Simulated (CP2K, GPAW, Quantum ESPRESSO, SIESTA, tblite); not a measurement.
# How far do other methods lie from plane waves? Twisted graphene bilayer, 32.20° (156 atoms)

One geometry of twisted graphene bilayer, 32.20° (156 atoms) is solved by several programs and methods. How far do their forces lie from a plane-wave PBE run?

Results are calculated, not measured.

**1. The cell**

The cell holds 156 atoms (156 C), with edges of 15.36, 15.36 and 15.53 Å. Recipe: graphene (a = 2.46 Å) under graphene (a = 2.46 Å), bilayer, commensurate cell of 39 unit cells a layer, twist 32.20 deg; facing planes 3.53 Å apart as built; 12 Å of vacuum; minimised with a classical potential. Then every atom was moved at random, 0.03 Å r.m.s. a Cartesian component.

**2. The reference input**

Quantum ESPRESSO 7.5: Kohn-Sham DFT, PBE, SSSP efficiency 1.3.0 pseudopotentials, plane waves. Its input, pw.in:

```
&control
  calculation = 'scf'
  pseudo_dir = './pseudo'
  outdir = './tmp'
  disk_io = 'none'
  tprnfor = .true.
/
&system
  ibrav = 0
  nat = 156
  ntyp = 1
  ecutwfc = 45
  ecutrho = 360
  nosym = .true.
  occupations = 'smearing'
  smearing = 'fd'
  degauss = 0.003675
/
&electrons
  conv_thr = 7.8e-07
  electron_maxstep = 100
  mixing_beta = 0.2
  mixing_mode = 'local-TF'
  diagonalization = 'david'
/
ATOMIC_SPECIES
C 12.011 C.upf
CELL_PARAMETERS angstrom
15.36270 0.00000 0.00000
-7.68135 13.30449 0.00000
0.00000 0.00000 15.53000
ATOMIC_POSITIONS crystal
C 0.10509 0.69742 0.39062
C 0.12741 0.61449 0.38966
C 0.15477 0.87732 0.39034
C 0.18026 0.79760 0.39180
[... 150 atom lines left out ...]
C 0.94451 0.79344 0.60484
C 0.97154 0.89318 0.61196
K_POINTS gamma
```

```console
$ OMP_NUM_THREADS=1 mpirun -np 4 pw.x -in pw.in > output.txt
```

Run time: 11 min. Hardware: 4 MPI ranks of Arm Neoverse V1, shared host; peak memory 11 GiB; 45 min of CPU time.

It converged with an r.m.s. force component of 1.7 eV/Å.

**3. The other programs**

- CP2K 2026.2: Gaussian basis with GTH pseudopotentials and a plane-wave density; labels give functional, basis (MOLOPT sets; SR short-range, UZH the newer set with its own potentials), grid cutoff/relative cutoff and solver (OT: orbital transformation; TRS4, TC2, SIGN: linear-scaling purification with its sparsity filter), or its built-in tight binding.
- GPAW 26.7.0: PAW with atomic orbitals (LCAO), plane waves or a real-space grid of spacing h.
- SIESTA 5.4.2: numerical atomic orbitals, whose automatically made sets are far from complete, with PseudoDojo norm-conserving potentials that we converted to its format (checked against plane waves on the same files for H, C, O, Si, Ge and Ca alone); labels give functional, basis size, energy shift and mesh cutoff.
- tblite 0.8.0: extended tight binding, driven from Python.

All use the same cell and atoms, and the electronic-structure runs the same k-mesh.

**4. All runs compared**

Differences are against the reference: forces as r.m.s. over components, share as that over the reference's r.m.s. force, slope as the fitted ratio of a run's forces to the reference's.

```
                                                          run  Δ force, r.m.s. (meV/Å)  share (%)  slope  cores  CPU time  memory (GiB)
                                                    reference                        -          -      -      4    45 min            11
      CP2K PBE+D4, DZVP-MOLOPT-SR, 450/50 Ry, diagonalisation                     50.0       2.95  1.015      4    12 min           8.2
CP2K PBE, DZVP-MOLOPT-SR, 157/50 Ry, diagonalisation (coarse)                     48.0       2.83  1.016      4     9 min           2.7
CP2K PBE, DZVP-MOLOPT-SR, 450/30 Ry, diagonalisation (coarse)                     30.4       1.79  1.015      4   9.7 min           8.1
         CP2K PBE, DZVP-MOLOPT-SR, 450/50 Ry, diagonalisation                     30.4       1.79  1.015      4    11 min           8.1
         CP2K PBE, DZVP-MOLOPT-SR, 630/50 Ry, diagonalisation                     30.4       1.79  1.015      4    15 min            13
 CP2K PBE, SZV-MOLOPT-SR, 450/50 Ry, diagonalisation (coarse)                      452       26.6  1.261      2   4.6 min           6.2
            CP2K PBE, TZVP-MOLOPT, 450/50 Ry, diagonalisation                     12.1      0.714  1.004      4     1.7 h           8.8
        CP2K SCAN, DZVP-UZH(SCAN), 600/50 Ry, diagonalisation                     61.1       3.60  1.018      2    49 min            11
                                  GPAW PBE, LCAO dzp, h 0.2 Å                      124       7.29  1.059      2   6.5 min           2.2
                        GPAW PBE, LCAO dzp, h 0.22 Å (coarse)                      121       7.13  1.056      2   5.8 min           1.9
                     GPAW PBE, LCAO sz(dzp), h 0.2 Å (coarse)                      550       32.4  1.252      1      91 s           1.2
                                 GPAW RPBE, LCAO dzp, h 0.2 Å                      138       8.13  1.066      2   6.5 min           2.2
          SIESTA PBE, DZ, shift 0.01 Ry, mesh 300 Ry (coarse)                      271       16.0  1.147      2   2.5 min           1.2
                  SIESTA PBE, DZP, shift 0.01 Ry, mesh 300 Ry                      214       12.6  1.104      4   7.7 min           2.2
         SIESTA PBE, SZP, shift 0.01 Ry, mesh 300 Ry (coarse)                      443       26.1  1.191      2   5.2 min           1.6
               SIESTA PBEsol, DZP, shift 0.01 Ry, mesh 300 Ry                      239       14.1  1.113      4   7.7 min           2.2
                                              tblite GFN1-xTB                      123       7.27  0.961      1       4 s          0.14
                                              tblite GFN2-xTB                      134       7.88  0.952      1     8.6 s          0.16
```

Rows marked coarse were listed beforehand as settings not expected to be converged; some can still land near the reference.

CPU time is summed over cores on shared hosts, so it is rough.

**5. What came out**

Forces lie from 0.71 % (CP2K PBE, TZVP-MOLOPT, 450/50 Ry, diagonalisation) to 32 % (GPAW PBE, LCAO sz(dzp), h 0.2 Å, coarse) of the reference's r.m.s. force of 1.7 eV/Å away from it. The PBE runs in local orbitals, coarse settings apart, differ by 0.71 % (CP2K PBE, TZVP-MOLOPT, 450/50 Ry, diagonalisation) to 13 % (SIESTA PBE, DZP, shift 0.01 Ry, mesh 300 Ry); basis, grid and potentials can all enter. Tight binding differs by 7.3 % (tblite GFN1-xTB) to 7.9 % (tblite GFN2-xTB); it is another model, with fitted parameters of its own, and the xTB methods hold dispersion. Rows with another functional or a dispersion term differ by 3.0 % (CP2K PBE+D4, DZVP-MOLOPT-SR, 450/50 Ry, diagonalisation) to 14 % (SIESTA PBEsol, DZP, shift 0.01 Ry, mesh 300 Ry), which mixes the change of model with differences of basis and potentials.

Runs with settings chosen to be coarse differ by 1.8 % (CP2K PBE, DZVP-MOLOPT-SR, 450/30 Ry, diagonalisation) to 32 % (GPAW PBE, LCAO sz(dzp), h 0.2 Å), their programs' other errors included. CP2K PBE, SZV-MOLOPT-SR, 450/50 Ry, diagonalisation stiffens the forces by a factor of 1.26 while following their directions (correlation 0.999); the slopes of the 8 CP2K runs lie between 1.00 and 1.26. From CP2K PBE, DZVP-MOLOPT-SR, 157/50 Ry, diagonalisation to the finer CP2K PBE, DZVP-MOLOPT-SR, 630/50 Ry, diagonalisation the share falls from 2.8 to 1.8 %. From GPAW PBE, LCAO dzp, h 0.22 Å to the finer GPAW PBE, LCAO dzp, h 0.2 Å the share goes from 7.13 to 7.29 %, so the grid isn't what parts these runs from the reference.

**Limits.** Periodic xTB results under one method name differ between programs and library versions. The reference's PBE has no dispersion term, which matters for the binding between molecules or layers. The electronic-structure runs sample only Γ, in a cell whose shortest periodic width is 13 Å, which is coarse for a cell with partly filled levels. The slab repeats along its normal with no dipole correction. Where levels are smeared, the DFT runs use Fermi–Dirac occupations at 580 K (0.05 eV), and energies are free energies. The atoms were displaced at random, and shares hang on the size of the forces that this gives. The reference's cutoffs and mesh weren't converged further here.

[Logs are printed without paths, hosts, clocks, repeated set-up lines and the standing remarks that a program may print on its own settings, such as how far it seeks lower states.]

[Hosts, paths, dates, database ids (printed as entryN), source tags and the programs' standing remarks are cut or masked in the printed files.]

[Cells were taken only where this reference lay near another plane-wave run.]
